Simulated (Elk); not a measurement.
# Nickel: magneto-optical Kerr spectrum, part 2 of 2

Wanted: σ_xx, σ_xy and the Kerr angle of Nickel with spin–orbit coupling.

Elk 11.2.3 (patched build); PBEsol; all-electron APW+lo, Dirac cores, scalar-relativistic bands with second-variational spin-orbit coupling.

So far. Step 2 (Ground state with spin–orbit coupling): After 16 cycles the largest moment stands at 0.677 μB.

## 4. Optics with a broadening of 0.20 eV (continued)

Intraband term included. Optical conductivity against photon energy:

```
photon energy (eV)  Re sigma xx (S/cm)  Im sigma xx (S/cm)  Re sigma xy (S/cm)  Im sigma xy (S/cm)  Re sigma zz (S/cm)  Im sigma zz (S/cm)
               0.0               34479                   0                 645                   0               34680                   0
               0.5                8626               10174               -89.4                 304                8691               10313
               1.0                6106                6248                -147                34.8                6136                6330
               1.5                5701                4499                -147               -72.2                5699                4558
               2.0                5299                4421               -25.8               -65.5                5304                4442
               2.5                4449                4252               -21.5               -65.7                4451                4286
               3.0                4014                3624                3.18               -39.3                4025                3658
               3.5                3118                3436                8.50               -49.7                3119                3458
               4.0                3026                2501                18.2               -52.8                3027                2520
               4.5                2731                1802                47.3               -48.1                2732                1820
               5.0                4058                 429                76.9               -10.8                4065                 446
               5.5                5610                2084                45.4                52.6                5610                2102
               6.0                3811                3424               -8.76                25.0                3811                3437
               6.5                3232                3113               -3.34               -2.31                3233                3127
               7.0                2664                2518                9.34               0.276                2662                2530
               7.5                3231                2298                3.50                5.45                3231                2313
               8.0                3067                2017                9.19               -1.60                3066                2026
```

## 5. Optics with a broadening of 0.11 eV

The broadening stands for the lifetime of the excited states; it lowers and widens the peaks.

The input, elk.in:

```
tasks
  121
  122

xctype
  22

rgkmax
  7.0

nempty
  14

swidth
  0.004

reducebf
  0.5

epsengy
  1e-05

maxscl
  100

lmaxi
  3

spinpol
  .true.

spinorb
  .true.

cmagz
  .true.

intraband
  .true.

sppath
  './'

avec
  -2.62595269531 0.70362190408 3.84466158249
  0.70362190408 -2.62595269531 3.84466158249
  1.92233079124 1.92233079124 3.84466158249

atoms
  1
  'Ni.in'
  1
  0.0000000000 0.0000000000 0.0000000000   0.000000 0.000000 -0.000030

ngridk
  19 19 19

wplot
  240 100 0
  0.00000 0.30000

optcomp
  1 1
  1 2
  3 3
```

Started as:

```bash
> OMP_NUM_THREADS=2 elk
```

Output:

```text
┌─────────────────────────────────┐
│ Elk code version 11.2.3 started │
└─────────────────────────────────┘

Info(readinput): the functional depends on the density's gradient
 muffin-tin radial points multiplied by    2.00000
 (not where nrmtscf is given)

┌────────────────────┐
│ Current task : 121 │
└────────────────────┘

Info(checkmt): changed muffin-tin radius of species 1 (Ni) from   2.4000 to   2.3294

Info(dielectric):
 dielectric tensor written to EPSILON_ij.OUT
 optical conductivity written to SIGMA_ij.OUT
 plasma frequency written to PLASMA_ij.OUT
 for components
  i = 1, j = 1
  i = 1, j = 2
  i = 3, j = 3

┌────────────────────┐
│ Current task : 122 │
└────────────────────┘

Warning(chksvso): spin-orbit splittings by the second variation are low [figures from our tests cut]: local-orbitals by j (lorbdm 7 and 8, zora) mend levels alone

Info(dielectric):
 dielectric tensor written to EPSILON_ij.OUT
 optical conductivity written to SIGMA_ij.OUT
 plasma frequency written to PLASMA_ij.OUT
 for components
  i = 1, j = 1
  i = 1, j = 2

Info(moke):
 complex Kerr angle in degrees written to KERR.OUT

┌──────────────────┐
│ Elk code stopped │
└──────────────────┘
```

Wall time 55 s (2 threads of Intel Xeon 6975P-C (Granite Rapids), shared host); peak memory 0.05 GiB; 1.8 min of CPU time.

Intraband term included. Polar Kerr angle against photon energy; values in degrees:

| photon energy (eV) | rotation | ellipticity |
| --- | --- | --- |
| 0.0 | 0 | 0 |
| 0.2 | -0.0209 | 0.0277 |
| 0.4 | -0.0643 | 0.0559 |
| 0.6 | -0.156 | -0.00537 |
| 0.8 | -0.125 | -0.113 |
| 1.0 | -0.0726 | -0.0893 |
| 1.2 | -0.0756 | -0.126 |
| 1.4 | -0.0338 | -0.278 |
| 1.6 | 0.172 | -0.203 |
| 1.8 | 0.178 | -0.0791 |
| 2.0 | 0.0684 | -0.0511 |
| 2.2 | 0.130 | -0.0646 |
| 2.4 | 0.0675 | -0.111 |
| 2.6 | 0.181 | -0.110 |
| 2.8 | 0.197 | 0.0126 |
| 3.0 | 0.0737 | -0.0192 |
| 3.2 | 0.124 | -0.0787 |
| 3.4 | 0.178 | -0.0678 |
| 3.6 | 0.241 | -0.0683 |
| 3.8 | 0.306 | -0.0331 |
| 4.0 | 0.314 | 0.00747 |
| 4.2 | 0.421 | 0.128 |
| 4.4 | 0.468 | 0.228 |
| 4.6 | 0.511 | 0.573 |
| 4.8 | -0.108 | 0.851 |
| 5.0 | -0.397 | 0.327 |
| 5.2 | -0.231 | 0.294 |
| 5.4 | -0.319 | 0.124 |
| 5.6 | -0.204 | 0.0354 |
| 5.8 | -0.159 | 0.00593 |
| 6.0 | -0.156 | -0.0338 |
| 6.2 | -0.0503 | -0.0782 |
| 6.4 | -0.0308 | -0.0529 |
| 6.6 | 0.0507 | -0.0215 |
| 6.8 | 0.0987 | 0.0553 |
| 7.0 | 0.00617 | 0.100 |
| 7.2 | 0.0442 | 0.0934 |
| 7.4 | -0.0962 | 0.0900 |
| 7.6 | -0.0459 | -0.103 |
| 7.8 | 0.150 | 0.131 |
| 8.0 | -0.0199 | 0.0573 |

## 6. An attempt with other settings

A slip in the input shows what the program catches and what it lets pass.

The input, elk.in:

```
tasks
  0

xctype
  22

rgkmax
  7.0

nempty
  14

swidth
  0.003

reducebf
  0.5

epsengy
  1e-05

maxscl
  75

lmaxi
  1

spinpol
  .true.

spinorb
  .true.

cmagz
  .true.

lmaxapw
  2

lmaxo
  2

sppath
  './'

avec
  -2.62595269531 0.70362190408 3.84466158249
  0.70362190408 -2.62595269531 3.84466158249
  1.92233079124 1.92233079124 3.84466158249

atoms
  1
  'Ni.in'
  1
  0.0000000000 0.0000000000 0.0000000000   0.000000 0.000000 -0.030000

ngridk
  12 12 12
```

Started as:

```bash
> OMP_NUM_THREADS=2 elk
```

Output:

```text
┌─────────────────────────────────┐
│ Elk code version 11.2.3 started │
└─────────────────────────────────┘

Error(readinput): lmaxo < 3 : 2
```

Elapsed: 0.01 s, on 2 threads; peak memory 0.05 GiB.

The program refused the input before any cycle.

The fault put into the input: angular cutoffs far too low.

Cut at l = 2, the expansion in the spheres loses all higher parts of the states and of the density, such as products of d states; lmaxapw 8 and lmaxo 6 are usual.

## 7. The strongest peak

The largest local extreme of the rotation above 0.5 eV, for majority spin along +z:

```csv
broadening (eV),energy (eV),rotation (°),ellipticity (°),rotation at 1.96 eV (°)
0.20,4.42,0.388,0.287,0.101
0.11,4.56,0.524,0.473,0.086
```

## 8. Results

* net spin moment: 0.653 μB a cell
* strongest peak above 0.5 eV: 0.39° at 4.4 eV
* rotation at 1.96 eV: 0.10°

**Reading.** Above 0.5 eV the rotation peaks at 4.42 eV, with 0.39° for majority spin along +z at a broadening of 0.20 eV. The run's majority spin points along +z; the magnetisation points the other way, and the angle changes sign with it. The intraband term is included. These are independent-particle spectra on a 19×19×19 mesh, not shown converged.

[Logs and program files are shortened in this print: banners, set-up blocks, solver, clock and traceback lines can be left out without a mark of their own.]

[Logs are printed without paths, hosts, clocks, repeated set-up lines and the standing remarks that a program may print on its own settings, such as how far it seeks lower states.]

[Hosts, paths, dates, database ids (printed as entryN), source tags and the programs' standing remarks are cut or masked in the printed files.]

[Where a cell is said to come from a database of computed structures, the database is the Materials Project.]
